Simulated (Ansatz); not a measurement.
# A thicker film of BaTiO3 (001), BaO faces from four thinner ones

In a field along its normal an insulating film takes a dipole p. Written as a length, p/(ε₀AE), it should grow by 1 − 1/ε for each ångström added.

**Method.** Ansatz 0.2.0, plane waves with PAW datasets (its set soft_2), PBE; perovskite films relaxed at a bulk in-plane lattice constant near the measured one, then held in weak fields of both signs with a dipole correction (A is the cell's area, E the outer field).

```tsv
run	distance between the outer atoms (Å)	p/(ε₀AE) (Å)
2 units	7.987	9.280
3 units	12.026	12.673
4 units	16.061	16.095
5 units	20.095	19.522
6 units	24.126	?
```

Q: Estimate the withheld value from the rows shown.

A least-squares line through the 4 rows shown has slope 0.8461 and intercept 2.5114; no row lies more than 0.014 Å off it. That slope means ε = 1/(1 − 0.8461) = 6.50. At 24.126 it gives 0.8461 × 24.126 + 2.5114 = 22.924 Å, beyond the rows fitted. Rounding and scatter of the rows alone allow about ±0.023 Å there.

The run itself gives 22.949 Å: a miss of +0.025 Å, or 0.1 % of the value. The length is met to within 1 %, though ε is more sensitive than the length: the two thickest films give ε = 6.67.

Caveats: This is the electronic response alone. A unit is one step of the cut along the normal (a plane, a pair of planes or a cell), and the layers relax along it, away from their bulk spacing where the functional's lattice constant differs from the one held.

[Logs are printed without paths, hosts, clocks, repeated set-up lines and the standing remarks that a program may print on its own settings, such as how far it seeks lower states.]
